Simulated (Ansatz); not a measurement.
In doubt: masses and optical values from hybrid runs of this build are listed as unsure, which bears on the screening that GW takes from such a start.

Rows from a G0W0 calculation on Y2Ti2O7 (Fd-3m) (Ansatz 0.2.0; G0W0 on PBE0, plane waves, PAW; 4×4×4 mesh, 1531 empty bands, screening to 190 eV, hard PAW files), in eV. Spin-orbit coupling is left out.

| row | k | band | start | Σx | Σc at the solution | Vxc |
| --- | --- | --- | --- | --- | --- | --- |
| A | Γ | c1 | 13.495 | -13.028 | -6.466 | -19.852 |
| B | (0.000, -0.500, -0.500) | v1 | 8.253 | -26.172 | 3.806 | -22.620 |
| C | (0.000, -0.500, -0.500) | c1 | 13.920 | -12.738 | -6.303 | -19.341 |
| D | (0.000, -0.500, -0.500) | c3 | 14.017 | -13.350 | -6.521 | -20.195 |
| E | Γ | c3 | 13.718 | -12.232 | -6.037 | -18.534 |
| F | Γ | v1 | 8.243 | -26.499 | 3.697 | -23.051 |

Work out each quasiparticle level and how far it moved.

The quasiparticle equation reads E = start + Σx + Σc(E) − Vxc.

| row | E (eV) | shift (eV) |
| --- | --- | --- |
| A | 13.853 | +0.358 |
| B | 8.507 | +0.254 |
| C | 14.220 | +0.300 |
| D | 14.340 | +0.323 |
| E | 13.984 | +0.266 |
| F | 8.492 | +0.249 |

Limits: not at the basis limit; no spin-orbit coupling.

[Runs of the session that timed out or met a known fault of the program may be left out.]

[Cells called generated may have been cut or substituted from an entry of the Crystallography Open Database or the Materials Project.]

[Hosts, paths, dates, database ids (printed as entryN), source tags and the programs' standing remarks are cut or masked in the printed files.]
